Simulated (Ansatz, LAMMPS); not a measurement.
# Relaxing ionic liquid MMIM+ FSI- with water, from a frame at 450 K (134 atoms), part 3 of 3

Aim: bring ionic liquid MMIM+ FSI- with water, from a frame at 450 K (134 atoms) to a nearby minimum of the energy and see what moves.

Ansatz 0.2.0; Kohn-Sham DFT, PBEsol, PAW (set soft_2), plane waves.

The cell: 25 C, 15 N, 51 H, 10 S, 23 O and 10 F. The network of contacts between molecules at the start is that of the classical potential that made the cell. The functional has no dispersion term. The density was typed from a rule of thumb and may lie off the real one at this temperature. The Brillouin zone is sampled at Γ only, in a cell whose shortest periodic width is 12 Å.

So far, density (g/cm³): step 5 (distances and neighbours after relaxation) 1.47.

### Step 6. Single point at the relaxed geometry

The electronic structure is read at the final geometry, in a run of its own.

input.yaml

```yaml
crystal:
  lattice:
    - [11.75894, 0.0, 0.0]
    - [0.0, 11.75894, 0.0]
    - [0.0, 0.0, 11.75894]
  atoms:
    - { symbol: C, position: [0.24282, 0.79269, 0.90648] }
    - { symbol: "N", position: [0.33634, 0.77924, 0.82688] }
    - { symbol: C, position: [0.32883, 0.72778, 0.72208] }
    - { symbol: C, position: [0.43301, 0.73727, 0.672] }
    - { symbol: "N", position: [0.50143, 0.79463, 0.74756] }
    - { symbol: C, position: [0.61924, 0.82594, 0.72922] }
    - { symbol: C, position: [0.44168, 0.81981, 0.84104] }
    - { symbol: H, position: [0.27581, 0.78389, 0.99333] }
    - { symbol: H, position: [0.17959, 0.72637, 0.88882] }
    - { symbol: H, position: [0.20322, 0.87646, 0.89385] }
    - { symbol: H, position: [0.24967, 0.6911, 0.6918] }
    - { symbol: H, position: [0.46284, 0.70906, 0.58923] }
    - { symbol: H, position: [0.62785, 0.86337, 0.64403] }
    - { symbol: H, position: [0.67421, 0.75055, 0.73644] }
    - { symbol: H, position: [0.64385, 0.88877, 0.79356] }
    - { symbol: H, position: [0.47597, 0.86542, 0.91532] }
    - { symbol: C, position: [0.53995, 0.32731, 0.33307] }
    - { symbol: "N", position: [0.50997, 0.26755, 0.22945] }
    - { symbol: C, position: [0.56003, 0.28217, 0.12463] }
    - { symbol: C, position: [0.50663, 0.20944, 0.05173] }
    - { symbol: "N", position: [0.4251, 0.15287, 0.11338] }
    - { symbol: C, position: [0.34765, 0.0681, 0.06815] }
    - { symbol: C, position: [0.42844, 0.18902, 0.22116] }
    - { symbol: H, position: [0.63152, 0.31788, 0.34898] }
    - { symbol: H, position: [0.49338, 0.28936, 0.40437] }
    - { symbol: H, position: [0.51636, 0.41742, 0.32619] }
    - { symbol: H, position: [0.62821, 0.34303, 0.10936] }
    - { symbol: H, position: [0.5217, 0.1908, 0.96251] }
    - { symbol: H, position: [0.25954, 0.09539, 0.08344] }
    - { symbol: H, position: [0.36265, 0.98579, 0.11001] }
    - { symbol: H, position: [0.36395, 0.06052, 0.97631] }
    - { symbol: H, position: [0.37465, 0.1592, 0.29061] }
    [... 96 atom lines left out ...]
    - { symbol: O, position: [0.58561, 0.93547, 0.02959] }
    - { symbol: H, position: [0.56025, 0.9382, 0.10896] }
    - { symbol: H, position: [0.64763, 0.87784, 0.03] }
    - { symbol: O, position: [0.74289, 0.77133, 0.05085] }
    - { symbol: H, position: [0.80376, 0.74122, 0.00134] }
    - { symbol: H, position: [0.69036, 0.70789, 0.06546] }
kpoints:
  mp_grid: { grid: [1, 1, 1] }
hamiltonian:
  xc: pbesol
scf:
  occupations: { method: fixed }
output:
  forces: true
  stress: true
  populations: intrinsic
  dos:
    method: { smearing: { sigma: 0.08 } }
    de: 0.1
    projected: { site_lists: { C: [C], F: [F], H: [H], "N": ["N"], O: [O] } }
  eigenvalues: true
  write_density: true
  write_potential: true
  volumetric_format: npy
  elf: true
```

Launch:

```
> ansatz run input.yaml --threads 4 --pin off --max-ram 8192MiB --backend cpu --events-out ev --progress --plain --runs-dir out
```

Numbers of over 12 decimals in the logs are rounded to 6 here.

Log:

```text
[...]
Crystal: 134 atoms, lattice volume = 1625.940 Å³
Basis set: ecut = 420 eV, 31799 PW (Γ), exchange–correlation on 160×160×160 points (8 copies of the dense FFT grid, shifted against one another)
Bands: 381, of which v1, the nominal top of the filled ones, is band 247 counted from 1 (246 counted from 0)
Symmetry: 1 space group operations
[...]
k-points: 1
[...]
SCF iter   1: F=—  HF=-42386.601134 eV  |F-HF|=—  |Δ(HF+E_count)|=         —  Δρ=8.97e-3  dr2=1.06e0  ethr=1.77e-3  ⟨swp⟩=5.0  Hψ=1463  notcnv=0  defer=129
[...]
SCF iter  10: F=-42386.320908 eV  HF=-42386.320908 eV  |F-HF|=4.86e-8  |Δ(HF+E_count)|=   2.77e-7  Δρ=2.29e-6  dr2=8.41e-8  ethr=2.02e-11  ⟨swp⟩=20.0  Hψ=3715  notcnv=0
SCF 1 converged in 10 iterations: F = -42386.320908 eV  dr2 = 8.41e-8
[...]
WARN: The input density's exchange-correlation potential varies sharply where the density is thin. Do not read a vacuum level from v_tot or v_xc, or from such a field of the output density. On a cell that repeats whose density bears no net charge and no dipole along the vacuum's axis use v_es (v_loc + v_h of the components); [...]
SCF converged after 10 iterations
Free energy (F): -42386.320908 eV
[...]
Internal energy: -42386.320908 eV  (E = F + TS)
E sigma→0 (E₀):  -42386.320908 eV
Fermi energy:    -0.323108 eV
[...]
--- Forces (eV/Å), atoms counted from 1 ---
  atom   1  C     -0.00323676    -0.00053358    -0.00132009
  atom   2  N      0.00486025    -0.00068988     0.01019610
  atom   3  C     -0.00460485     0.00142018    -0.01051700
  atom   4  C     -0.00576984    -0.00042547    -0.00009386
  atom   5  N      0.00373548    -0.00135341     0.00818929
  atom   6  C     -0.00009375    -0.00280727     0.00214467
  atom   7  C      0.00307654     0.00644833    -0.00729317
  atom   8  H     -0.00087440    -0.00032174    -0.00013223
  atom   9  H      0.00246274     0.00152157     0.00154710
  atom  10  H      0.00248710    -0.00068390    -0.00029994
  atom  11  H      0.00368488     0.00090589     0.00084556
  atom  12  H     -0.00020559    -0.00094021    -0.00096219
  atom  13  H      0.00112224     0.00067169     0.00194701
  atom  14  H     -0.00132793     0.00268310    -0.00054797
[...]
atom 133  H     -0.00552523     0.00188806     0.00337270
  atom 134  H      0.00654078     0.00589274     0.00108081
  max |Σ_I F_I| component: 1.11e-4 eV/Å
--- Stress (GPa, compression-positive) ---
        0.200104      -0.044344      -0.107172
       -0.044343       0.139118      -0.060328
       -0.107172      -0.060327       0.124778
  P = ⅓ Tr σ = 0.1547 GPa (1.547 kbar)
--- Band table (eV) ---
[...]
--- intrinsic populations: 134 sites ---
  site symbol       q [e]
     0      C      4.4516
     1      N      4.9867
     2      C      4.1332
[...]
133      H      0.6078
  spilling = 0.000000 (of n_electrons = 494.000000)
```

The job ended after 25 s (4 threads of Arm Neoverse V2, shared host; peak memory 2 GiB; 96 s of CPU time).

The program notes that the exchange-correlation potential is rough where the density is thin.

Read from the output:

| Property | Result |
| --- | --- |
| free energy | -42386.3209 eV |
| free energy per atom | -316.3158 eV/atom |
| SCF cycles | 10 |
| pressure | 0.1547 GPa |
| r.m.s. force component | 0.00595 eV/Å |
| longest force | 0.03939 eV/Å |
| Fermi energy | -0.3231 eV |
| gap (highest filled to lowest empty level) | 4.511 eV |

Intrinsic-atomic-orbital charges by element and coordination:

| element | coordination | atoms | mean charge (e) | spread | least | most |
| --- | --- | --- | --- | --- | --- | --- |
| C | all | 25 | -0.230 | 0.186 | -0.453 | 0.0215 |
| C | 3 | 15 | -0.0847 | 0.0688 | -0.147 | 0.0215 |
| C | 4 | 10 | -0.448 | 0.0038 | -0.453 | -0.440 |
| F | all | 10 | -0.489 | 0.0087 | -0.502 | -0.478 |
| H | all | 51 | 0.239 | 0.052 | 0.197 | 0.392 |
| N | all | 15 | -0.348 | 0.511 | -1.08 | 0.0247 |
| N | 2 | 5 | -1.07 | 0.0053 | -1.08 | -1.06 |
| N | 3 | 10 | 0.0132 | 0.0049 | 0.0047 | 0.0247 |
| O | all | 23 | -0.863 | 0.0259 | -0.891 | -0.769 |
| O | 1 | 20 | -0.872 | 0.0085 | -0.891 | -0.861 |
| O | 2 | 3 | -0.803 | 0.0242 | -0.821 | -0.769 |
| S | all | 10 | 2.35 | 0.0061 | 2.34 | 2.36 |

Density of states as counts of states in windows of 1 eV (from the Fermi level), total and the larger projections:

| from (eV) | to (eV) | total | O p | C p | F p | N p | H s | C s |
| --- | --- | --- | --- | --- | --- | --- | --- | --- |
| -14 | -13 | 10.7 | 0.0 | 1.1 | 0.0 | 3.0 | 1.2 | 4.9 |
| -13 | -12 | 9.3 | 0.0 | 0.2 | 0.0 | 3.5 | 1.3 | 4.2 |
| -12 | -11 | 19.9 | 0.4 | 0.6 | 1.0 | 5.0 | 2.3 | 4.2 |
| -11 | -10 | 0.2 | 0.0 | 0.0 | 0.0 | 0.0 | 0.0 | 0.1 |
| -10 | -9 | 21.4 | 0.9 | 4.0 | 4.1 | 4.1 | 1.6 | 2.0 |
| -9 | -8 | 18.5 | 0.9 | 3.3 | 4.5 | 2.0 | 1.5 | 1.8 |
| -8 | -7 | 15.4 | 2.7 | 4.2 | 0.6 | 1.3 | 3.2 | 1.4 |
| -7 | -6 | 36.0 | 10.7 | 5.1 | 3.8 | 5.6 | 1.7 | 0.1 |
| -6 | -5 | 52.4 | 7.6 | 15.3 | 6.9 | 8.1 | 7.9 | 1.3 |
| -5 | -4 | 51.6 | 8.9 | 10.2 | 21.4 | 3.5 | 4.2 | 0.3 |
| -4 | -3 | 52.1 | 14.3 | 16.4 | 5.6 | 3.7 | 8.3 | 0.1 |
| -3 | -2 | 34.7 | 23.6 | 1.7 | 2.7 | 3.3 | 0.7 | 0.1 |
| -2 | -1 | 43.7 | 27.6 | 2.7 | 2.8 | 7.6 | 1.5 | 0.1 |
| -1 | 0 | 31.5 | 12.6 | 9.2 | 0.7 | 7.7 | 0.3 | 0.0 |
| 0 | 1 | 0.6 | 0.1 | 0.5 | 0.0 | 0.0 | 0.0 | 0.0 |
| 1 | 4 | 0.0 | 0.0 | 0.0 | 0.0 | 0.0 | 0.0 | 0.0 |
| 4 | 5 | 9.7 | 0.0 | 5.2 | 0.0 | 3.3 | 0.6 | 0.0 |

The curve was stored every 0.10 eV, coarse against its broadening of 0.08 eV, so these counts are rough.

With fixed occupations the program's Fermi level is the highest filled level; weight inside the gap is the broadening of levels at its edges.

Between -26 and -14 eV lie 96 more states.

Not all projections were asked for or kept, so they needn't add up to the total.

The levels nearest the highest filled one (over half full), pooled over k-points and spins:

| level less the highest filled one (eV) | occupation |
| --- | --- |
| -0.375 | 2 |
| -0.363 | 2 |
| -0.340 | 2 |
| -0.298 | 2 |
| -0.123 | 2 |
| 0 | 2 |
| 4.51 | 0 |
| 4.67 | 0 |
| 4.73 | 0 |
| 4.87 | 0 |
| 4.97 | 0 |
| 5.19 | 0 |

Electrostatic potential energy in the ac plane at fractional y = 0.193, with atoms of C and H and F and O and S within 0.2 Å of it. With pseudopotentials it is smooth inside the atoms' cores, unlike the true potential.

Ten even steps from '0' (-41 eV) to '9' (7 eV), each cell a mean:
```
999999999999999851599999999999999
999888999999999975799999999757999
999736899999999999998778876101799
999725899999999999993003311003899
999999999999999999994002000168999
999999999999999999999776200379999
999999999999999999999998742379999
999999999999999999999998720059999
999999999878999999965775431379999
999999999767999999600020004899999
999856888889999999821110103899999
999300488999999999998862236899999
999512689999999999999988767999999
999999999999999999999999999999999
999999999999999999999999999999999
999999999999999999999999999999999
999999999998678899999999999999999
999999999998632478999999999999999
999999999998500068999999999999999
999999999999731478999999999999999
999999999999742578899999999999999
999999999999741333799999999999999
999999999999987300389999999999999
999999999999998622699999999999999
```
Columns run along a (11.8 Å; values clipped at the 3rd and 97th percentile), rows up along c (11.8 Å). Atoms in or near the plane, at fractional coordinates: C at (0.51, 0.05), C at (0.43, 0.22), H at (0.52, 0.96), H at (0.13, 0.86), F at (0.14, 0.50), O at (0.65, 0.83), O at (0.86, 0.88), S at (0.73, 0.57), O at (0.61, 0.58).

Valence density in the ac plane at fractional y = 0.193, with atoms of C and H and F and O and S within 0.2 Å of it. It is the smooth field of the valence electrons, not physical close to the nuclei.

Ten steps, logarithmic in the rise over the least value, from '0' (0.00 × 1e0 e/Å³) to '9' (8.35 × 1e0 e/Å³), each cell a mean:
```
001232100000001356521000001222100
001343210000000134311111113565310
002465310000000001124654345898520
002454210000000000147987556787520
000121100111001100147887645654210
000000000111000000124555555532100
000000000111000000011123467642100
000000001222100000122222467763100
000000012454210001366544567652100
000122123565310002589865565421000
002466423443210002588765454310000
013799732221000001244445565310000
003688631110000000011123555310000
001243211100000000000001343210000
000000000000000000000000111100000
000000000001111100000000000000000
000000000012443221100000000000000
011111110013566543210000000000000
011112221013566654310000001110000
000011211012466543221000001110000
000000000012467643322100000110000
000000000012467665532100000011000
000010000001245666531000000011000
001121100000113566531000000000000
```
Columns run along a (11.8 Å), rows up along c (11.8 Å). Atoms in or near the plane, at fractional coordinates: C at (0.51, 0.05), C at (0.43, 0.22), H at (0.52, 0.96), H at (0.13, 0.86), F at (0.14, 0.50), O at (0.65, 0.83), O at (0.86, 0.88), S at (0.73, 0.57), O at (0.61, 0.58).

Mean intrinsic-atomic-orbital charges: C -0.23, F -0.49, H +0.24, N -0.35, O -0.86, S +2.35 e. The largest share in the top eV of filled states is O p (40 % of the projected weight), and in the lowest eV of empty states C p (63 % of the projected weight).

A closer look about H62, picked at random: 10 atoms, nearest first, numbered in the order of the input, with positions taken from that point.

| atom | x | y | z | distance (Å) | bonds | intrinsic-atomic-orbital charge (e) |
| --- | --- | --- | --- | --- | --- | --- |
| H62 | 0.00 | 0.00 | 0.00 | 0.00 | 1 | 0.21 |
| C54 | 0.24 | -0.74 | 0.78 | 1.10 | 4 | -0.45 |
| H63 | 0.43 | -1.71 | 0.31 | 1.79 | 1 | 0.22 |
| H61 | 1.14 | -0.44 | 1.33 | 1.81 | 1 | 0.22 |
| N53 | -0.86 | -0.86 | 1.71 | 2.10 | 3 | 0.01 |
| O120 | -0.88 | 0.64 | -2.23 | 2.48 | 1 | -0.88 |
| F121 | -2.66 | -0.56 | -1.19 | 2.97 | 1 | -0.50 |
| C55 | -1.87 | -1.73 | 1.60 | 3.01 | 3 | 0.01 |
| C52 | -1.07 | -0.09 | 2.83 | 3.02 | 3 | -0.14 |
| H12 | -0.04 | 2.87 | -0.97 | 3.03 | 1 | 0.23 |

The column of bonds counts only the pairs H-C within 1.34 Å, H-O within 1.21 Å, C-C within 1.77 Å, C-N within 1.79 Å, O-S within 1.88 Å, N-S within 1.98 Å, F-S within 1.98 Å; other neighbours, such as metal atoms beside each other in a compound, aren't counted, and periodic images can show an atom twice.

### Step 7. Other settings

Changed here: basis.precision = "f64", hamiltonian.dispersion = "d3bj", scf.algorithm = "direct_min" and scf.eigensolver.kind = "davidson".

This step: Kohn-Sham DFT, PBEsol+D3(BJ), PAW (set soft_2), plane waves (Ansatz 0.2.0).

input.yaml

```yaml
crystal:
  lattice:
    - [11.75894, 0.0, 0.0]
    - [0.0, 11.75894, 0.0]
    - [0.0, 0.0, 11.75894]
  atoms:
    [... the 134 atom lines of step 3 ...]
kpoints:
  mp_grid: { grid: [1, 1, 1] }
hamiltonian:
  xc: pbesol
  dispersion: d3bj
scf:
  occupations: { method: fixed }
  eigensolver: { kind: davidson }
  algorithm: direct_min
output:
  forces: true
  stress: true
  populations: true
  dos:
    method: { smearing: { sigma: 0.15 } }
    de: 0.1
    projected: { site_lists: { C: [C], F: [F], H: [H], "N": ["N"], O: [O] } }
  eigenvalues: true
basis:
  precision: f64
```

Log:

```text
[...]
davidson cushion auto → on  (no smearing: the cushion is to keep the highest requested band from converging to the state above it; pin scf.eigensolver.cushion to override)
Crystal: 134 atoms, lattice volume = 1625.940 Å³
Basis set: ecut = 420 eV, 31799 PW (Γ), exchange–correlation on 160×160×160 points (8 copies of the dense FFT grid, shifted against one another)
Bands: 381, of which v1, the nominal top of the filled ones, is band 247 counted from 1 (246 counted from 0)
Symmetry: 1 space group operations
[...]
k-points: 1
[...]
SCF iter   1: F=—  HF=-42381.422142 eV  |F-HF|=—  |Δ(HF+E_count)|=         —  Δρ=9.11e-3  dr2=1.16e0  ethr=1.77e-3  ⟨swp⟩=10.0  Hψ=2145  notcnv=0
[...]
SCF iter   8: F=-42381.148700 eV  HF=-42381.148700 eV  |F-HF|=2.28e-9  |Δ(HF+E_count)|=   1.19e-8  Δρ=4.64e-7  dr2=2.57e-9  ethr=1.05e-11  ⟨swp⟩=4.0  Hψ=1007  notcnv=0
SCF 1 converged in 8 iterations: F = -42381.148700 eV  dr2 = 2.57e-9
  Residual-converged pass: ⟨swp⟩=2.0  Hψ=676  notcnv=0  max |occ|·‖R‖ = 5.2e-6 eV (tolerance 6.7e-6 eV)  dr2=2.54e-9  dr2_onsite=1.70e-10  max |Δocc| = 0.0e0
[...]
SCF converged after 8 iterations
Stability not checked: this state was not tested for a lower state beside it, because a direct minimisation reached the state, and no test of it is asked (direct_minimisation; see scf.lower_state_search)
Free energy (F): -42381.148700 eV
[...]
Internal energy: -42381.148700 eV  (E = F + TS)
E sigma→0 (E₀):  -42381.148700 eV
Fermi energy:    0.123795 eV
[...]
--- Forces (eV/Å), atoms counted from 1 ---
  atom   1  C      1.22359550    -0.37224660     1.80098111
  atom   2  N     -1.80832358     0.87237588     0.93972264
  atom   3  C     -0.03294162    -1.52121297    -0.03434862
  atom   4  C      0.28148232     0.01443655    -2.60367514
  atom   5  N     -0.17111438    -1.24381186    -0.43504256
  atom   6  C     -0.23608294     1.06364436     0.25107015
  atom   7  C      0.44771351     2.43569011     1.80956089
  atom   8  H      0.68535590     0.70250758    -0.56899425
  atom   9  H      0.13497101    -0.86505302    -0.37807962
  atom  10  H     -1.14785757    -0.35086480    -1.18862518
  atom  11  H      0.45272080     0.23003933    -0.39241851
  atom  12  H     -1.00205023    -0.08200874     1.13817825
  atom  13  H     -0.27200697    -0.91696738     0.83273942
  atom  14  H      1.17669919    -0.39806002    -0.05315743
[...]
atom 133  H     -0.74084967     0.20391809     0.05355941
  atom 134  H      0.81299570    -0.37502705    -0.21463067
  max |Σ_I F_I| component: 7.43e-5 eV/Å
--- Stress (GPa, compression-positive) ---
        0.440070       0.146870       0.788219
        0.146869       2.251190       0.476586
        0.788219       0.476587       0.386368
  P = ⅓ Tr σ = 1.0259 GPa (10.259 kbar)
--- Band table (eV) ---
[...]
--- Löwdin populations: 134 sites ---
  site symbol       q [e]
     0      C      4.3941
     1      N      4.9309
     2      C      4.0645
[...]
133      H      0.6230
  spilling = 0.017712 (of n_electrons = 494.000000)
```

Wall time 1.8 min (4 threads); peak memory 2.3 GiB; 6.9 min of CPU time.

Geometry and reference: those of the single point at the start.

Forces differ from those of the single point at the start by 21 meV/Å r.m.s., 1.8 % of their size; the pressure by -0.50 GPa. It took 4.5 times the reference's time, which goes against the count of work (plane waves, k-points, bands and cycles) (shared host, so rough).

### Step 8. Outcome

| Item | Value |
| --- | --- |
| energy change in the relaxation | -80.53 meV/atom |
| r.m.s. displacement | 1.509 Å |
| largest displacement | 3.185 Å |
| free energy per atom | -316.3158 eV/atom |
| pressure | 0.1547 GPa |
| r.m.s. force component | 0.00595 eV/Å |
| gap (highest filled to lowest empty level) | 4.511 eV |
| wall time of the 4 DFT runs | 23 min |

In words: Relaxation lowers the energy by 80.5 meV/atom and moves atoms by 1.5 Å r.m.s.; the r.m.s. force component goes from 1.2 to 0.0060 eV/Å, the pressure goes from 1.5 to 0.15 GPa, and the gap from 3.65 to 4.51 eV. By the final cutoffs no bond was broken or made. First to last step the energy falls by 10.791 eV; the largest move, 3.19 Å, is that of F107, with 1 other atom within 2 % of it. The H-O bonds change most in mean length: from 1.000 Å (spread 0.000) to 0.985 Å (spread 0.006). With the cutoffs above, 60 % of C atoms have 3, all F atoms have 1, all H atoms have 1 and 67 % of N atoms have 3 bonded neighbours. Between filled and empty levels lie 4.51 eV (at Γ alone); a semilocal functional tends to put such gaps too low. In a disordered cell it changes from sample to sample and from frame to frame.

Caveats: The network of contacts between molecules at the start is that of the classical potential that made the cell; in DFT atoms moved by 1.5 Å r.m.s.

[Logs are printed without paths, hosts, clocks, repeated set-up lines and the standing remarks that a program may print on its own settings, such as how far it seeks lower states.]

[Hosts, paths, dates, database ids (printed as entryN), source tags and the programs' standing remarks are cut or masked in the printed files.]
